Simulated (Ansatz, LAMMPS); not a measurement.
# Charge trapping in Zn2+ PF6- in diethyl carbonate and dimethoxyethane at 400 K (128 atoms), part 2 of 4

Does an extra electron or hole in Zn2+ PF6- in diethyl carbonate and dimethoxyethane at 400 K (128 atoms) stay spread out, or do the atoms trap it?

Ansatz 0.2.0; Kohn-Sham DFT, PBE+D3(BJ), PAW (set soft_2), plane waves.

The cell: 25 C, 13 O, 60 H, 4 P, 24 F and 2 Zn. The network of contacts between molecules at the start is that of the classical potential that made the cell. The Brillouin zone is sampled at Γ only, in a cell whose shortest periodic width is 11 Å. The liquid is relaxed first.

So far. Step 2 (Single point at the start): The r.m.s. force at the start is 1.1 eV/Å. Step 3 (Relaxation): The relaxation converged after 53 steps, 10.8 eV below its start, with a largest force component of 0.036 eV/Å.

## Step 4: Single point at the relaxed geometry

One more single point at the end of the walk gives the fuller output and checks the residual forces.

Contents of input.yaml:

```yaml
crystal:
  lattice:
    - [11.43715, 0.0, 0.0]
    - [0.0, 11.43715, 0.0]
    - [0.0, 0.0, 11.43715]
  atoms:
    - { symbol: C, position: [0.82277, 0.70186, 0.84441] }
    - { symbol: C, position: [0.71697, 0.7063, 0.76618] }
    - { symbol: O, position: [0.74553, 0.64068, 0.65945] }
    - { symbol: C, position: [0.66319, 0.62396, 0.58081] }
    - { symbol: O, position: [0.68329, 0.56538, 0.49087] }
    - { symbol: O, position: [0.56271, 0.67455, 0.60366] }
    [... 116 atom lines left out ...]
    - { symbol: F, position: [0.74006, 0.28787, 0.92889] }
    - { symbol: F, position: [0.7874, 0.215, 0.74506] }
    - { symbol: F, position: [0.84911, 0.39967, 0.79734] }
    - { symbol: F, position: [0.70549, 0.37876, 0.65445] }
    - { symbol: Zn, position: [0.23763, 0.9616, 0.97924] }
    - { symbol: Zn, position: [0.77219, 0.41486, 0.47182] }
kpoints:
  mp_grid: { grid: [1, 1, 1] }
hamiltonian:
  xc: pbe
  dispersion: d3bj
scf:
  occupations: { method: fixed }
output:
  forces: true
  stress: true
  populations: intrinsic
  dos:
    method: { smearing: { sigma: 0.15 } }
    de: 0.1
    projected: { site_lists: { C: [C], F: [F], H: [H], O: [O], P: [P] } }
  eigenvalues: true
  write_density: true
  write_potential: true
  volumetric_format: npy
```

Launch:

```sh
$ ansatz run input.yaml --threads 4 --pin off --max-ram 8192MiB --backend cpu --events-out ev --progress --plain --runs-dir out
```

What it wrote:

```text
[...]
Crystal: 128 atoms, lattice volume = 1496.075 Å³
Basis set: ecut = 420 eV, 29279 PW (Γ), exchange–correlation on 160×160×160 points (8 copies of the dense FFT grid, shifted against one another)
Bands: 353, of which v1, the nominal top of the filled ones, is band 225 counted from 1 (224 counted from 0)
Symmetry: 1 space group operations
[...]
k-points: 1
[...]
SCF iter   1: F=—  HF=-43683.376778 eV  |F-HF|=—  |Δ(HF+E_count)|=         —  Δρ=4.61e-3  dr2=4.47e-1  ethr=1.77e-3  ⟨swp⟩=5.0  Hψ=1367  notcnv=0  defer=126
[...]
SCF iter  10: F=-43683.252912 eV  HF=-43683.252912 eV  |F-HF|=3.84e-8  |Δ(HF+E_count)|=   9.67e-8  Δρ=1.74e-6  dr2=4.48e-8  ethr=2.22e-11  ⟨swp⟩=29.0  Hψ=4274  notcnv=0
SCF 1 converged in 10 iterations: F = -43683.252912 eV  dr2 = 4.48e-8
[...]
WARN: The input density's exchange-correlation potential varies sharply where the density is thin. Do not read a vacuum level from v_tot or v_xc, or from such a field of the output density. On a cell that repeats whose density bears no net charge and no dipole along the vacuum's axis use v_es (v_loc + v_h of the components); [...]
SCF converged after 10 iterations
Free energy (F): -43683.252912 eV
[...]
Internal energy: -43683.252912 eV  (E = F + TS)
E sigma→0 (E₀):  -43683.252912 eV
Fermi energy:    -0.776447 eV
[...]
--- Forces (eV/Å), atoms counted from 1 ---
  atom   1  C      0.00059242     0.00147533     0.00252331
  atom   2  C     -0.00082991    -0.00328326     0.00031995
  atom   3  O      0.00436192    -0.00892243     0.01286189
  atom   4  C      0.00550239     0.03618634    -0.02888866
  atom   5  O     -0.00517981    -0.00774763     0.00337860
  atom   6  O     -0.00187298    -0.00954616     0.00937157
  atom   7  C      0.00235014     0.00174468    -0.00055305
  atom   8  C      0.00031030    -0.00035896     0.00021595
  atom   9  H     -0.00189298    -0.00061843     0.00065386
  atom  10  H      0.00016890    -0.00133190    -0.00391111
  atom  11  H     -0.00013803    -0.00039324    -0.00083199
  atom  12  H      0.00027869     0.00036313    -0.00179426
  atom  13  H      0.00082867     0.00106354     0.00111191
  atom  14  H     -0.00328215    -0.00092569     0.00108341
[...]
atom 127  Zn    -0.00248974    -0.00949120     0.01095709
  atom 128  Zn    -0.00151024    -0.00177513     0.00793352
  max |Σ_I F_I| component: 1.00e-4 eV/Å
--- Stress (GPa, compression-positive) ---
       -0.247610       0.071069       0.071247
        0.071069      -0.307369       0.106278
        0.071246       0.106278      -0.333443
  P = ⅓ Tr σ = -0.2961 GPa (-2.961 kbar)
--- Band table (eV) ---
[...]
--- intrinsic populations: 128 sites ---
  site symbol       q [e]
     0      C      4.5385
     1      C      4.1164
     2      O      6.2998
[...]
127     Zn     10.5088
  spilling = 0.000000 (of n_electrons = 450.000000)
```

Elapsed: 22 s, on 4 threads of Arm Neoverse V2, shared host; peak memory 1.9 GiB.

The program notes that the exchange-correlation potential is rough where the density is thin.

Read from the output:

* free energy: -43683.2529 eV
* free energy per atom: -341.2754 eV/atom
* SCF cycles: 10
* pressure: -0.2961 GPa
* r.m.s. force component: 0.00573 eV/Å
* longest force: 0.04663 eV/Å
* Fermi energy: -0.7764 eV
* gap (highest filled to lowest empty level): 4.343 eV

Intrinsic-atomic-orbital charges by element and coordination:

```csv
element,coordination,atoms,mean charge (e),spread,least,most
C,all,25,-0.203,0.221,-0.538,0.692
C,3,1,0.692,0,0.692,0.692
C,4,24,-0.241,0.127,-0.538,-0.116
F,all,24,-0.549,0.0114,-0.585,-0.535
F,1,22,-0.545,0.0051,-0.552,-0.535
F,2,2,-0.583,0.0022,-0.585,-0.581
H,all,60,0.189,0.0134,0.144,0.216
O,all,13,-0.431,0.0733,-0.614,-0.300
O,2,4,-0.402,0.127,-0.614,-0.300
O,3,9,-0.444,0.0085,-0.463,-0.431
P,all,4,2.39,0.0036,2.38,2.39
Zn,all,2,1.49,0.0047,1.48,1.49
```

States in the cell by windows of 1 eV, zero at the Fermi level; the larger projections on atomic orbitals stand beside the total:

```csv
from (eV),to (eV),total,F p,C p,O p,H s,C s
-18,-15,0.0,0.0,0.0,0.0,0.0,0.0
-15,-14,0.4,0.0,0.0,0.1,0.1,0.2
-14,-13,12.8,0.0,1.1,2.3,2.3,6.6
-13,-12,0.8,0.0,0.1,0.1,0.2,0.4
-12,-11,13.0,0.0,0.8,2.5,3.4,5.6
-11,-10,15.0,2.9,1.4,1.4,2.7,3.6
-10,-9,13.5,1.7,2.2,1.8,2.6,2.8
-9,-8,3.8,0.1,0.9,1.1,0.6,0.5
-8,-7,31.2,10.7,7.1,5.4,2.7,0.7
-7,-6,32.6,7.9,9.4,7.4,2.9,0.4
-6,-5,47.2,13.0,11.3,7.6,5.2,0.5
-5,-4,53.3,25.4,11.1,3.0,5.4,0.2
-4,-3,63.2,29.9,17.1,4.8,9.2,0.1
-3,-2,53.4,33.8,7.2,5.9,4.4,0.1
-2,-1,24.1,7.8,2.5,10.1,2.9,0.0
-1,0,10.7,0.1,1.2,7.0,2.0,0.0
0,1,0.9,0.0,0.1,0.7,0.2,0.0
1,4,0.0,0.0,0.0,0.0,0.0,0.0
4,5,5.5,0.1,1.4,0.4,0.4,0.2
```

With fixed occupations the program's Fermi level is the highest filled level; weight inside the gap is the broadening of levels at its edges.

Between -26 and -18 eV lie 74 more states.

Not all projections were asked for or kept, so they needn't add up to the total.

The levels nearest the highest filled one (over half full), pooled over k-points and spins:

```csv
level less the highest filled one (eV),occupation
-0.975,2
-0.900,2
-0.864,2
-0.827,2
-0.710,2
0,2
4.34,0
4.52,0
4.98,0
5.11,0
5.67,0
5.71,0
```

Electrostatic potential energy in the ac plane at fractional y = 0.412, with atoms of C and O and H and F and Zn within 0.2 Å of it. With pseudopotentials it is smooth inside the atoms' cores, unlike the true potential.

Values in eV, 13 rows by 16 columns, each cell a mean:
```
  4  -8 -13  -1   3   5   5   6   6   6   6   6   6   6   6   6
  3 -21 -31 -13   0   5   5   6   6   5 -14  -4   2   0   4   6
  4  -2   1   4   5   5   5   6   6   4 -16 -13  -8 -37 -16   6
  3   4   5   5   5   5   5   6   6   6   2  -7   0  -3   3   4
-16   3   5   5   5   5   5   5   6   6  -3 -29   0   5   5  -3
-34 -14  -2   5   6   6   6   5   5   5   4  -2  -6   0   3 -11
-19 -11  -4   5   3   4   6   5   5   5   2 -20 -37 -19   0  -7
  4   5   5   4 -25 -19   5   5   5   5   2 -10 -24  -9   3   4
  5  -2 -14  -2  -9  -3   5   5   5   3   1  -1 -17  -6   4   5
  5  -8 -28  -8 -16  -8   4   5   4  -1 -28 -27 -33 -16   3   5
  5   5   5   3  -1  -1   5   6   5   1 -22 -17   1   3   4   5
  5   4   5   6   6   6   6   6   5   4  -4  -5   4   4   4   5
  5   4   4   5   6   6   6   6   6   5   5   5   5   5   5   5
```
Columns run along a (11.4 Å; values clipped at the 3rd and 97th percentile), rows up along c (11.4 Å). Atoms in or near the plane, at fractional coordinates: C at (0.67, 0.23), O at (0.79, 0.28), H at (0.68, 0.14), C at (0.13, 0.90), C at (0.02, 0.54), H at (0.11, 0.53), H at (0.00, 0.64), F at (0.85, 0.80), Zn at (0.77, 0.47).

Valence density in the ac plane at fractional y = 0.412, with atoms of C and O and H and F and Zn within 0.2 Å of it. It is the smooth field of the valence electrons, not physical close to the nuclei.

Ten steps, logarithmic in the rise over the least value, from '0' (0 e/Å³) to '9' (25 e/Å³), each cell a mean:
```
00122110000000000000000000000000
01233332100000000000010000000000
01344443200000000001332100111000
01233321000000000002564212454100
00222100000000000002454224686300
00010000000000000000122113565200
00000000000000000000012211221000
21000000000000000000146531000001
43100000000000000000146531000012
43210000000000000000023310000013
44432000000000000000001122100123
44443100000000000000001466311223
22111000233100000000112699521222
00000002466310000011111466310111
00000002466310000011110122100000
00124321233100000000101134310000
00257632222100000001222356531000
00257632233210000012344456531000
00123211244310000012344333311000
00000000122200000001344211000000
00000000000000000000233200000000
00000000000000000000011000000000
00000000000000000000000000000000
00000000000000000000000000000000
```
Columns run along a (11.4 Å), rows up along c (11.4 Å). Atoms in or near the plane, at fractional coordinates: C at (0.67, 0.23), O at (0.79, 0.28), H at (0.68, 0.14), C at (0.13, 0.90), C at (0.02, 0.54), H at (0.11, 0.53), H at (0.00, 0.64), F at (0.85, 0.80), Zn at (0.77, 0.47).

Filled and empty levels are parted by 4.34 eV (at Γ alone); a semilocal functional tends to put such gaps too low. In a disordered cell it changes from sample to sample and from frame to frame. Mean intrinsic-atomic-orbital charges: C -0.20, F -0.55, H +0.19, O -0.43, P +2.39, Zn +1.49 e.

## Step 5: An extra electron, atoms held

The electron count changes by one with the atoms held: a vertical process, on a uniform background, with spin and a narrow Fermi–Dirac smearing. Its energy against the neutral cell hangs on the program's zero of potential.

Contents of input.yaml:

```yaml
crystal:
  lattice:
    - [11.43715, 0.0, 0.0]
    - [0.0, 11.43715, 0.0]
    - [0.0, 0.0, 11.43715]
  atoms:
    [... the 128 atom lines of step 4 ...]
total_charge: -1
kpoints:
  mp_grid: { grid: [1, 1, 1] }
hamiltonian:
  xc: pbe
  dispersion: d3bj
scf:
  occupations: { method: fermi_dirac, width: 0.01 }
  lower_state_search: "off"
output:
  forces: true
  stress: true
  populations: true
  dos:
    method: { smearing: { sigma: 0.1 } }
    de: 0.1
    projected: { site_lists: { C: [C], F: [F], H: [H], O: [O], P: [P] } }
  eigenvalues: true
  write_density: true
  write_potential: true
  volumetric_format: npy
magnetization:
  spin_polarized: true
  initial_magnetization: 1
```

What it wrote:

```text
[...]
Crystal: 128 atoms, lattice volume = 1496.075 Å³
Basis set: ecut = 420 eV, 29279 PW (Γ), exchange–correlation on 160×160×160 points (8 copies of the dense FFT grid, shifted against one another)
Bands: 354, of which v1, the nominal top of the filled ones, is band 226 counted from 1 (225 counted from 0)
Symmetry: 1 space group operations
[...]
k-points: 1
[...]
Starting moments: Σ|m| = 1 μB on 128 of 128 sites
[...]
SCF iter   1: F=—  HF=-43763.631146 eV  |F-HF|=—  |Δ(HF+E_count)|=         —  Δρ=5.98e-2 (↑5.95e-2 ↓5.98e-2)  dr2=2.27e2  dr2_m=5.88e-2  M=1.000 μB ∫|m|=1.053 μB  β_m=1.00  ethr=3.10e-3  ⟨swp⟩=5.0  Hψ=2880  notcnv=0  defer=225
[...]
spin=Collinear: Resta preconditioning applied to the charge; magnetization (m = ρ↑ − ρ↓) channel mixes plain (no charge-response kernel on spin).
SCF iter   2: F=—  HF=-43710.790077 eV  |F-HF|=—  |Δ(HF+E_count)|=         —  Δρ=3.67e-2 (↑3.66e-2 ↓3.67e-2)  dr2=8.21e1  dr2_m=5.16e-2  M=-0.017 μB ∫|m|=0.165 μB  β_m=0.30  ethr=3.10e-3  ⟨swp⟩=3.0  Hψ=1257  notcnv=0  defer=244
[...]
SCF iter  22: F=—  HF=-43679.518545 eV  |F-HF|=—  |Δ(HF+E_count)|=   1.68e-2  Δρ=2.34e-3 (↑1.67e-3 ↓2.34e-3)  dr2=9.42e-1  dr2_m=1.97e-2  M=-0.977 μB ∫|m|=1.078 μB  β_m=0.30  ethr=2.50e-8  ⟨swp⟩=3.5  Hψ=1481  notcnv=0  defer=244
[...]
spin-set hold released at iteration 22 (site moments' squared step at or under half its running peak, from the soft ceiling on): the magnetisation degrees of freedom join the quasi-Newton model from the next iteration; the mixer history was flushed
SCF iter  23: F=—  HF=-43680.013924 eV  |F-HF|=—  |Δ(HF+E_count)|=   4.95e-1  Δρ=3.40e-3 (↑3.40e-3 ↓3.22e-3)  dr2=2.19e0  dr2_m=5.97e-2  M=0.949 μB ∫|m|=1.089 μB  β_m=0.20  ethr=2.50e-8  ⟨swp⟩=8.0  Hψ=2264  notcnv=0  defer=245  recentre
[...]
SCF iter  37: F=-43679.484614 eV  HF=-43679.484614 eV  |F-HF|=1.09e-10  |Δ(HF+E_count)|=  1.24e-10  Δρ=9.46e-8 (↑9.46e-8 ↓9.22e-8)  dr2=2.48e-10  dr2_m=1.03e-10  M=0.104 μB ∫|m|=1.040 μB  ethr=1.04e-11  ⟨swp⟩=7.5  Hψ=3617  notcnv=0
SCF 1 converged in 37 iterations: F = -43679.484614 eV  dr2 = 2.48e-10
[...]
SCF converged after 37 iterations
Magnetization: 0.1037 μB (225.5519 up, 225.4481 down)
Absolute magnetization: 1.0199 μB (∫|ρ↑−ρ↓|, with the PAW one-centre terms)
[...]
Per-site moments (μB) at R_I (Å): [(7.843071e-5, 0.452230), (1.891697e-5, 0.452015), (-0.00428271, 0.542933), (-0.026216, 0.515191), (-0.00783902, 0.515191), [...]
Free energy (F): -43679.484614 eV
[...]
Internal energy: -43679.470858 eV  (E = F + TS)
E sigma→0 (E₀):  -43679.477736 eV
Entropy (-TS):   -0.013755 eV (-0.107 meV/atom)
Fermi energy:    3.910765 eV
[...]
--- Forces (eV/Å), atoms counted from 1 ---
  atom   1  C     -0.01721074     0.02084189     0.01979496
  atom   2  C      0.00283288    -0.12890881    -0.14063235
  atom   3  O      0.29548611     0.09606414     0.43972759
  atom   4  C      0.15491773     0.13224441    -0.55502878
  atom   5  O     -0.06300932     0.23088814    -0.10417312
  atom   6  O     -0.64379181     0.09210254     0.22881495
  atom   7  C      0.16424481     0.00534326     0.13415777
  atom   8  C     -0.02399651    -0.01052990    -0.02451800
  atom   9  H     -0.00152954    -0.00646729     0.01034676
  atom  10  H      0.02001469    -0.00458950    -0.00926279
  atom  11  H      0.00076343     0.00847011    -0.00626707
  atom  12  H     -0.01054315     0.01604279     0.01953377
  atom  13  H     -0.00226807     0.03085986     0.02124376
  atom  14  H     -0.01851982     0.00709824    -0.01581423
[...]
atom 127  Zn    -0.04640794     0.03486977    -0.03769485
  atom 128  Zn    -0.08611172     0.03429296     0.09579613
  max |Σ_I F_I| component: 1.50e-5 eV/Å
--- Stress (GPa, compression-positive) ---
        0.545461       0.031810       0.031170
        0.031810       0.311824       0.084455
        0.031169       0.084455       0.201315
  P = ⅓ Tr σ = 0.3529 GPa (3.529 kbar)
--- Band table (eV) ---
[...]
--- Löwdin populations: 128 sites ---
  site symbol       q [e]    m [muB]
     0      C      4.4640     0.0003
     1      C      4.0483    -0.0003
     2      O      6.2542    -0.0066
[...]
127     Zn     10.6270    -0.1400
  spilling = 0.012194 (of n_electrons = 451.000000)
```

The job ended after 89 s (4 threads; peak memory 3.1 GiB).

An extra electron, atoms held: the energy stands 3.77 eV above that of the reference, with a moment of 0.10 μB. An odd electron should give 1 μB; this run ended with the carrier shared between both spins.

The levels nearest the highest filled one (over half full), pooled over k-points and spins:

```csv
level less the highest filled one (eV),occupation
-5.13,1
-4.75,1
-4.75,1
0,0.552
0.0042,0.448
0.137,0
0.153,0
0.258,0
```

Spin density in the ac plane at fractional y = 0.412, with atoms of C and O and H and F and Zn within 0.2 Å of it.

Values in units of 1e-2 e/Å³, 13 rows by 16 columns, each cell a mean:
```
 0.0  0.0  0.0  0.0  0.0  0.0  0.0  0.0  0.0  0.0  0.0  0.0  0.0  0.0  0.0  0.0
 0.0  0.0  0.0  0.0  0.0  0.0  0.0  0.0  0.0  0.0  0.0  0.0  0.0  0.0  0.0  0.0
 0.0  0.0  0.0  0.0  0.0  0.0  0.0  0.0  0.0  0.0 -0.1 -0.1  0.0 -0.2  0.0  0.0
 0.0  0.0  0.0  0.0  0.0  0.0  0.0  0.0  0.0  0.0  0.0 -0.1  0.0  0.0  0.0  0.0
 0.0  0.0  0.0  0.0  0.0  0.0  0.0  0.0  0.0  0.0  0.0 -0.2 -0.1 -0.1 -0.1  0.0
-0.1  0.0  0.0  0.0  0.0  0.0  0.0  0.0  0.0 -0.1 -0.3 -0.9 -1.4 -1.0 -0.2  0.0
-0.3  0.0  0.0  0.0  0.0  0.0  0.0  0.0  0.0 -0.1 -0.6 -1.7  1.6 -1.3 -0.2  0.0
 0.0  0.0  0.0  0.0  0.0  0.0  0.0  0.0  0.0  0.0 -0.2 -1.2 -0.5 -1.0 -0.3  0.0
 0.0  0.0  0.0  0.0  0.0  0.0  0.0  0.0  0.0  0.0 -0.1 -0.2 -0.8 -0.2 -0.1  0.0
 0.0  0.0  0.0  0.0  0.0  0.0  0.0  0.0  0.0  0.0 -0.2 -0.2 -0.6 -0.1  0.0  0.0
 0.0  0.0  0.0  0.0  0.0  0.0  0.0  0.0  0.0 -0.2 -0.2 -0.2 -0.1 -0.1  0.0  0.0
 0.0  0.0  0.0  0.0  0.0  0.0  0.0  0.0  0.0  0.0  0.0  0.0 -0.1  0.0  0.0  0.0
 0.0  0.0  0.0  0.0  0.0  0.0  0.0  0.0  0.0  0.0  0.0  0.0  0.0  0.0  0.0  0.0
```
Columns run along a (11.4 Å), rows up along c (11.4 Å). Atoms in or near the plane, at fractional coordinates: C at (0.67, 0.23), O at (0.79, 0.28), H at (0.68, 0.14), C at (0.13, 0.90), C at (0.02, 0.54), H at (0.11, 0.53), H at (0.00, 0.64), F at (0.85, 0.80), Zn at (0.77, 0.47).

[end of part 2 of 4]

[Long decimals in the printed logs are rounded to 6 places.]

[Logs are printed without paths, hosts, clocks, repeated set-up lines and the standing remarks that a program may print on its own settings, such as how far it seeks lower states.]

[Hosts, paths, dates, database ids (printed as entryN), source tags and the programs' standing remarks are cut or masked in the printed files.]
